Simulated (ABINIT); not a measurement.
```
! title: AlN (P6_3mc): G0W0 with ABINIT, start to end
! method: RPA screening on LDA, plane waves, norm-conserving pseudopotentials (and 2 further levels or steps)
! program: ABINIT 10.8.3
! settings: cutoff 36 Ha, PseudoDojo scalar-relativistic 0.4.1 standard, norm-conserving, ngkpt (3, 3, 2), nband 58, ecuteps 4.8 Ha, inclvkb 2, shiftk (0, 0, 0), symchi 1, awtr 1, frequency ppm, 3×3×2 k-mesh
! cost: 5 runs, 32 s in all on 4 MPI ranks of Arm Neoverse V2, shared host
! notes: The database entry behind the starting cell differs from other determinations of this structure. The program’s warnings: nkpt*nsppol () is not a multiple of nproc spkpt (). The cell and positions come from the Crystallography Open Database and are kept as given unless a step says otherwise. The 3×3×2 mesh is coarse for this cell, which bears on the long-range parts of exchange and screening.
! LDA gap: 4.26 eV, direct
! G0W0 gap on the mesh: 5.60 eV
! GW settings: 3×3×2 mesh, 58 bands, screening to 130.6 eV, Godby-Needs plasmon pole
! known limits: short of the basis limit; coarse k mesh
CELL_PARAMETERS angstrom
3.11300 0.00000 0.00000
-1.55650 2.69594 0.00000
0.00000 0.00000 4.98100
ATOMIC_POSITIONS crystal
Al 0.33333 0.66667 0.00000
Al 0.66667 0.33333 0.50000
N 0.33333 0.66667 0.38000
N 0.66667 0.33333 0.88000
```

[Long decimals in the printed logs are rounded to 6 places.]

[Logs are printed without paths, hosts, clocks, repeated set-up lines and the standing remarks that a program may print on its own settings, such as how far it seeks lower states.]

[Paths, hosts, dates, memory and timing lines, banners, echoed tables and standing remarks are left out of the program output; an Ansatz launch command may be rebuilt from the run's recorded settings. Measured values are a selection of at most five: reports struck by readers or far from the other reports are left out. None is set beside runs whose start may be inverted or whose files or cutoffs have a known fault.]

[Runs of the session that timed out or met a known fault of the program may be left out.]

[Hosts, paths, dates, database ids (printed as entryN), source tags and the programs' standing remarks are cut or masked in the printed files.]

[G0W0 gaps are taken among the corrected bands and points alone; a level outside them can change the order at an edge.]

[Where Ansatz stands beside ABINIT at settings called matched, ABINIT's density can come from a denser mesh and the files from another edition; pairs whose starting gaps differed by over 0.03 eV were left out, so agreement reads better than it is.]
